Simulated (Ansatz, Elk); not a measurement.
## Dielectric function and optical constants of TaCuP2 (model structure)

Aim: the dielectric function of TaCuP2 (model structure), and the optical constants that follow from it. The structure is a model built here, which may or may not match a known phase. It was built so: All N replaced by P in the R-3m structure of TaCuN2. The cell is first relaxed with Ansatz.

Method: DFT, LDA, all-electron APW+lo, Dirac cores, scalar-relativistic bands, independent-particle optical response without local fields, in Elk 11.2.3 (patched build).

Report form: the programs' logs are mostly left out.

**1. The starting structure**

The structure is trigonal, space group R-3m (No. 166). The conventional cell has a = 3.594 Å, b = 3.594 Å, c = 19.983 Å, α = 90.00°, β = 90.00°, γ = 120.00°. Nearest to Ta lie 6 P at 2.28 Å. Cu has 2 P at 2.38 Å nearest. P has 3 Ta at 2.28 Å and 1 Cu at 2.38 Å nearest. All N replaced by P in the R-3m structure of TaCuN2. Farther neighbours are not listed.

**2. Relaxation**

Spectra hang on bond lengths, so the cell is first brought to its minimum.

This step: DFT, LDA, plane-wave PAW, default files, scalar-relativistic, relaxation (Ansatz 0.2.0).

Contents of input.yaml:

```yaml
crystal:
  lattice:
    - [1.79684324, 1.03740793, 6.6610018]
    - [-1.79684324, 1.03740793, 6.6610018]
    - [0.0, -2.07481586, 6.6610018]
  atoms:
    - { symbol: Ta, position: [0.5, 0.5, 0.5] }
    - { symbol: Cu, position: [0.0, 0.0, 0.0] }
    - { symbol: P, position: [0.881, 0.881, 0.881] }
    - { symbol: P, position: [0.119, 0.119, 0.119] }
kpoints:
  mp_grid: { grid: [7, 7, 7] }
scf:
  occupations: { method: fermi_dirac, width: 0.05 }
hamiltonian:
  xc: lda
output:
  forces: true
  stress: true
  write_density: true
  write_potential: true
  elf: true
  volumetric_format: npy
relax:
  f_tol: 0.02
  max_steps: 50
  cell: {}
```

On the command line:

```bash
$ ansatz run input.yaml --threads 2 --pin off --max-ram 5120MiB --backend cpu --events-out ev --progress --plain --runs-dir out
```

Wall time 35 s (2 threads of Arm Neoverse V2, shared host); peak memory 0.41 GiB; 67 s of CPU time.

The steps of the relaxation:

```
step  energy less that of the first step (eV)  largest force component (eV/Å)  pressure (GPa)  volume (Å³)
   1                                   0.0000                          6.9895           23.13        74.50
   2                                  -2.4233                          3.3389            4.06        79.03
   3                                  -3.2527                          0.0265           -1.86        77.65
   4                                  -3.6415                          0.5796           -4.97        74.52
   5                                  -3.9807                          0.3183           -4.08        69.35
   6                                  -4.0561                          0.2060            0.60        63.64
   7                                  -4.0781                          0.0710            0.87        64.84
   8                                  -4.0788                          0.0502           -0.17        65.25
   9                                  -4.0788                          0.0335           -0.22        65.29
  10                                  -4.0790                          0.0000            0.00        65.19
 11*                                  -4.0924                          0.0019            0.30        65.19
  12                                  -4.0928                          0.0016            0.02        65.18
 13*                                  -4.0928                          0.0015            0.02        65.18
```

Relaxation steps marked * repeat the geometry before them on a plane-wave basis chosen anew for their cell, so energy and pressure can jump there. Relaxation step 9 was tried and not accepted.

Forces are held to the 12 operations that the run works with; a distortion that breaks them can't arise in this run.

```
     cell as run  before  after   change
           a (Å)   6.977  7.954  +14.0 %
           b (Å)   6.977  7.954  +14.0 %
           c (Å)   6.977  7.954  +14.0 %
           α (°)   29.85  22.60  -24.3 %
           β (°)   29.85  22.60  -24.3 %
           γ (°)   29.85  22.60  -24.3 %
volume (Å³/atom)   18.62  16.30  -12.5 %
```

The atoms that moved most (Å, as changes of fractional coordinates times the final cell):

```
atom     dx     dy      dz  length
  P3  0.000  0.000   0.601   0.601
  P4  0.000  0.000  -0.601   0.601
```

The relaxed structure:

```cif
data_structure
_symmetry_space_group_name_H-M 'P 1'
_symmetry_Int_Tables_number 1
_cell_length_a 7.9539
_cell_length_b 7.9539
_cell_length_c 7.9539
_cell_angle_alpha 22.598
_cell_angle_beta 22.598
_cell_angle_gamma 22.598
_cell_volume 65.18
loop_
_atom_site_label
_atom_site_type_symbol
_atom_site_fract_x
_atom_site_fract_y
_atom_site_fract_z
_atom_site_occupancy
Ta1 Ta 0.50000 0.50000 0.50000 1
Cu2 Cu 0.00000 0.00000 0.00000 1
P3 P 0.90686 0.90686 0.90686 1
P4 P 0.09314 0.09314 0.09314 1
```

The relaxation ends with a largest force component of 0.0015 eV/Å and a pressure of 0.02 GPa.

**3. Ground state**

First the ground state: is it a metal or has it a gap?

This step: DFT, LDA, all-electron APW+lo, Dirac cores, scalar-relativistic bands, ground state (Elk 11.2.3 (patched build)).

Contents of elk.in:

```
tasks
  0
  120

xctype
  3

nempty
  8

lorbcnd
  .true.

rgkmax
  7.0

swidth
  0.0018375

maxscl
  100

epsengy
  1e-05

sppath
  './'

avec
  2.9450067030 1.7003004127 14.6409873358
  -2.9450067030 1.7003004127 14.6409873358
  0.0000000000 -3.4006008254 14.6409873358

atoms
  3
  'Ta.in'
  1
  0.5000000000 0.5000000000 0.5000000000   0.000 0.000 0.000
  'Cu.in'
  1
  1.0000000000 1.0000000000 1.0000000000   0.000 0.000 0.000
  'P.in'
  2
  0.9068566694 0.9068566694 0.9068566694   0.000 0.000 0.000
  0.0931433306 0.0931433306 0.0931433306   0.000 0.000 0.000

ngridk
  7 7 7
```

On the command line:

```bash
$ OMP_NUM_THREADS=2 elk
```

Run time: 54 s. Hardware: 2 threads; peak memory 0.14 GiB.

This step gave:

```
total energy           : -17951 Ha
Fermi energy           : 8.216 eV
DOS at the Fermi level : 1.159 states/eV/cell
```

There are states at the Fermi level within the smearing, so the occupations stay smeared and the carriers get a Drude term.

**4. Independent particles**

The spectrum is a sum over vertical transitions between filled and empty bands at the fixed density, so many empty bands are needed.

This step: DFT, LDA, all-electron APW+lo, Dirac cores, scalar-relativistic bands, independent-particle optical response without local fields (Elk 11.2.3 (patched build)).

Edit elk.in of step 3 so:

```diff
@@ -1,4 +1,10 @@
 tasks
-  0
-  120
+  121
+
+optcomp
+  1 1
+  3 3
+
+intraband
+  .true.
 
@@ -17,9 +23,7 @@
 swidth
-  0.0018375
+  0.0110248
 
-maxscl
-  100
-
-epsengy
-  1e-05
+wplot
+  400 100 0
+  0.0 0.73499
```

On the command line:

```bash
$ OMP_NUM_THREADS=2 elk
```

Run time: 4.1 s. Hardware: 2 threads; peak memory 0.06 GiB; 8.4 s of CPU time.

This step gave:

* Drude plasma energy, first axis: 3.935 eV

Sum at mesh points, not converged in k. Im ε against photon energy; read off at these points:

```
photon energy (eV)  E ∥ x  E ∥ z
              0.50   33.9   14.9
              1.00   18.7   9.30
              1.50   21.1   8.09
              2.00   24.7   12.9
              2.10   25.1   14.2
              2.50   21.7   15.4
              3.00   16.3   18.0
              3.50   10.9   17.6
              4.00   9.52   15.2
              4.50   8.79   13.6
              5.00   8.69   11.5
              5.50   7.75   10.5
              6.00   7.11   11.9
              6.50   5.93   10.4
              7.00   5.11   9.79
              7.50   5.39   9.20
              8.00   5.27   7.85
              8.50   4.46   5.71
              9.00   4.32   4.49
              9.50   3.68   3.46
             10.00   3.20   2.93
             10.50   2.88   2.20
             11.00   2.62   1.78
             11.50   2.45   1.74
             12.00   2.16   1.52
             12.50   1.91   1.33
             13.00   1.56   1.26
             13.50   1.48   1.10
             14.00   1.31  0.913
             14.50   1.13  0.835
             15.00   1.05  0.848
             15.50  0.931  0.747
             16.00  0.799  0.603
             16.50  0.688  0.551
             17.00  0.616  0.483
             17.50  0.561  0.397
             18.00  0.556  0.359
             18.50  0.567  0.343
             19.00  0.482  0.332
             19.50  0.441  0.340
```

Values under 1 per cm are given as 1; sum at mesh points, not converged in k. The absorption coefficient by photon energy:

```
photon energy (eV)  E ∥ x (1/cm)  E ∥ z (1/cm)
              1.00         2.2e5         1.2e5
              2.00         5.9e5         2.9e5
              3.00         9.5e5         6.9e5
              4.00         9.1e5         1.0e6
              5.00         1.1e6         1.2e6
              6.00         1.3e6         1.5e6
              7.00         1.2e6         1.7e6
              8.00         1.5e6         2.1e6
              9.00         1.6e6         2.1e6
             10.00         1.6e6         2.0e6
             11.00         1.6e6         1.8e6
             12.00         1.7e6         1.8e6
             13.00         1.7e6         1.7e6
             14.00         1.6e6         1.6e6
             15.00         1.5e6         1.5e6
             16.00         1.5e6         1.5e6
             17.00         1.3e6         1.4e6
             18.00         1.1e6         1.1e6
             19.00         1.1e6         9.0e5
```

Sum at mesh points, not converged in k. The reflectivity at normal incidence by photon energy; read off at these points:

```
photon energy (eV)  E ∥ x (%)  E ∥ z (%)
               1.0       47.5       38.5
               2.0       52.7       44.4
               3.0       54.4       46.7
               4.0       42.6       46.3
               5.0       41.5       43.7
               6.0       41.7       44.8
               7.0       35.3       46.4
               8.0       38.7       53.5
               9.0       38.5       57.2
               9.5       40.8       59.2
              10.0       39.8       58.3
              10.6       39.8       61.3
              11.0       37.7       58.0
              12.0       39.3       54.2
              12.9       42.2       50.9
              13.0       41.8       50.5
              14.0       40.1       52.0
              15.0       38.1       44.8
              16.0       39.8       49.7
              17.0       35.9       47.4
              18.0       27.0       41.7
              19.0       27.7       30.8
```

Sum at mesh points, not converged in k. The loss function −Im 1/ε at q → 0 by energy loss; read off at these points:

```
energy loss (eV)   E ∥ x   E ∥ z
             0.5  0.0249  0.0599
             1.0  0.0358  0.0342
             1.5  0.0339  0.0223
             2.0  0.0347  0.0256
             2.5  0.0458  0.0355
             3.0  0.0592  0.0417
             3.5  0.0887  0.0498
             4.0   0.105  0.0634
             4.5   0.114  0.0729
             5.0   0.114  0.0865
             5.5   0.128  0.0936
             6.0   0.135  0.0838
             6.5   0.155  0.0943
             7.0   0.191  0.0985
             7.5   0.182  0.0965
             8.0   0.177  0.0969
             8.5   0.202   0.103
             9.0   0.206   0.117
             9.5   0.219   0.124
            10.0   0.248   0.141
            10.5   0.266   0.148
            11.0   0.302   0.193
            11.5   0.304   0.237
            12.0   0.332   0.252
            12.5   0.348   0.293
            13.0   0.395   0.336
            13.5   0.453   0.349
            14.0   0.478   0.407
            14.5   0.550   0.496
            15.0   0.618   0.590
            15.5   0.685   0.577
            16.0   0.756   0.666
            16.5   0.940   0.824
            17.0    1.14   0.941
            17.5    1.42    1.21
            18.0    1.65    1.77
            18.5    1.64    2.29
            19.0    1.91    2.79
            19.5    2.23    2.94
```

From ε follow the optical constants at some laser and lamp lines:

```
wavelength (nm)   n x    k x  R (%) x   1/α x   n z    k z  R (%) z   1/α z
           1550  3.79  2.616     49.1   47 nm  3.83  1.393     39.4   89 nm
            800  4.37  2.411     49.5   26 nm  4.30  0.978     40.8   65 nm
            532  3.69  3.178     54.0   13 nm  4.28  1.815     45.1   23 nm
            405  2.49  3.070     53.9   10 nm  3.88  2.305     46.7   14 nm
            308  2.12  2.237     42.5   11 nm  3.02  2.508     46.2  9.8 nm
            248  2.01  2.162     41.5  9.1 nm  2.46  2.346     43.7  8.4 nm
            193  1.53  2.013     41.4  7.6 nm  2.15  2.471     46.3  6.2 nm
```

In reflection the computed colour is light grey: x = 0.311, y = 0.328, luminous reflectivity 49 %.

**5. Outcome**

| Property | Result |
| --- | --- |
| Drude plasma energy, first axis | 3.93 eV |

What this shows: At this level (LDA, independent particles) TaCuP2 is a metal with a Drude plasma energy of 3.9 eV along x and 2.5 eV along z. The mesh is too coarse to trust the carriers' weight, the reflectivity or the colour to better than tens of per cent. The cell shrank by 12.5 % in volume. Along x the bare Drude plasma energy is 3.9 eV; Re ε first rises through zero at 0.65 eV, far lower, because interband transitions screen the carriers. Im ε is 24 there, so the loss peak at that energy is weak. In reflection the computed colour is light grey: x = 0.311, y = 0.328, luminous reflectivity 49 %. The carriers' damping of 0.3 eV is typed, not computed; at 0.8 eV the carriers give 40 % of Im ε along the first axis; the rest comes from the sum over bands, which at low energy also holds close bands and the noise of the mesh. Spin-orbit coupling is left out although heavy atoms are present. The sum runs over mesh points 0.33 Å⁻¹ apart with no interpolation, so peaks are partly noise of the mesh, and the Drude plasma energy, a sum over the Fermi surface, isn't converged. Besides steps told in other documents, this task had 2 runs with a known fault of program or setting; those not told in a step above aren't shown.

[Machine, clock and banner lines and Python warnings are left out of the logs.]

[Logs are printed without paths, hosts, clocks, repeated set-up lines and the standing remarks that a program may print on its own settings, such as how far it seeks lower states.]

[Hosts, paths, dates, database ids (printed as entryN), source tags and the programs' standing remarks are cut or masked in the printed files.]
